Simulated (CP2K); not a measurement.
Formylketene has these distinct C atoms: C2 (bonded to C and O), C3 (bonded to 2 C and H) and C4 (bonded to C, O and H).

```xyz
7

O     2.1225   -0.4168   -1.2469
C     1.2923   -0.0547   -0.5121
C     0.3104    0.3291    0.3039
C    -1.0628   -0.1724    0.1481
O    -1.4524   -0.9678   -0.6995
H     0.5495    1.0315    1.0997
H    -1.7596    0.2512    0.9067
```

Their partial C K spectra (CP2K XAS_TDP, all-electron GAPW, PBEh(45%), aug-cc-pVDZ, TDA, GW2X-corrected core level, no relativity) are given in random order, each times the number of alike atoms.

Gaussian full width 0.5 eV, oscillator strength per eV, alike atoms added, rows of zeros left out:

```tsv
E (eV)	curve 1	curve 2	curve 3
287.75	0.001	0.000	0.000
288.00	0.005	0.000	0.000
288.25	0.010	0.000	0.012
288.50	0.005	0.000	0.073
288.75	0.001	0.003	0.116
289.00	0.000	0.039	0.046
289.25	0.000	0.127	0.004
289.50	0.000	0.103	0.000
289.75	0.000	0.021	0.000
290.00	0.003	0.001	0.000
290.25	0.029	0.000	0.000
290.50	0.088	0.000	0.000
290.75	0.069	0.004	0.000
291.00	0.014	0.046	0.000
291.25	0.006	0.118	0.002
291.50	0.021	0.075	0.011
291.75	0.024	0.012	0.016
292.00	0.013	0.000	0.006
292.25	0.009	0.000	0.001
292.50	0.006	0.000	0.000
292.75	0.015	0.000	0.000
293.00	0.024	0.000	0.001
293.25	0.015	0.000	0.010
293.50	0.006	0.000	0.031
293.75	0.008	0.000	0.025
294.00	0.019	0.000	0.006
294.25	0.030	0.000	0.007
294.50	0.023	0.000	0.014
294.75	0.013	0.000	0.024
295.00	0.004	0.001	0.017
295.25	0.001	0.001	0.004
295.50	0.003	0.000	0.002
295.75	0.008	0.000	0.007
296.00	0.007	0.001	0.011
296.25	0.004	0.008	0.017
296.50	0.010	0.022	0.022
296.75	0.015	0.016	0.012
297.00	0.007	0.006	0.006
297.25	0.017	0.002	0.003
297.50	0.052	0.001	0.001
297.75	0.047	0.002	0.001
298.00	0.019	0.003	0.004
298.25	0.015	0.004	0.007
298.50	0.013	0.003	0.006
298.75	0.015	0.001	0.005
299.00	0.013	0.001	0.009
299.25	0.014	0.002	0.034
299.50	0.014	0.002	0.047
299.75	0.009	0.002	0.017
```

Question: Which curve belongs to which atom?

Curve 1: C3 (bonded to 2 C and H), leading line at 290.59 eV (f = 0.043 an atom), ionisation energy 292.95 eV, term value 2.36 eV. Curve 2: C2 (bonded to C and O), leading line at 289.34 eV (f = 0.074 an atom), ionisation energy 297.71 eV, term value 8.37 eV. Curve 3: C4 (bonded to C, O and H), leading line at 288.71 eV (f = 0.063 an atom), ionisation energy 295.75 eV, term value 7.04 eV. The leading line of an atom is its first one with 35 % of the strongest within 2.5 eV of its lowest line over the strength cut. A line lies at the core ionisation energy, which rises as an atom loses charge to its neighbours or to a π system, less the term value, which is large for a low π* or σ* orbital with weight on that atom.

[Banner, clock and machine lines of the logs are left out without a mark of their own.]

[Logs are printed without paths, hosts, clocks, repeated set-up lines and the standing remarks that a program may print on its own settings, such as how far it seeks lower states.]

[Hosts, paths, dates, database ids (printed as entryN), source tags and the programs' standing remarks are cut or masked in the printed files.]
